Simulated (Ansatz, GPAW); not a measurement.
# From spin parameters to the magnetic ion

A crystal has the composition Sr2MBrO3, where M is a 3d element. A calculation (PBE+U, spin-orbit coupling in second variation, Ansatz) gives:

```
S                                : 5/2
g, averaged over the cell's ions : ⊥ 2.0128, ∥ 2.0100
D, with anisotropic exchange     : +1.44 cm⁻¹ (+43.1 GHz)
moment in its sphere             : 3.75 μB
```

Q: Name the magnetic ion and its oxidation state.

The crystal is Sr2FeBrO3, space group P4/nmm. The spin sits on Fe, with 5 O at 1.89 to 1.99 Å round it. With the usual charges of the other elements M must be +3. The high-spin ion of that charge with S = 5/2 in this row is Fe³⁺ high-spin d⁵. Low-spin ions are left aside. The shift from the free-electron value is small, as for a half-filled shell without orbital momentum.

[Logs are printed without paths, hosts, clocks, repeated set-up lines and the standing remarks that a program may print on its own settings, such as how far it seeks lower states.]

[Hosts, paths, dates, database ids (printed as entryN), source tags and the programs' standing remarks are cut or masked in the printed files.]
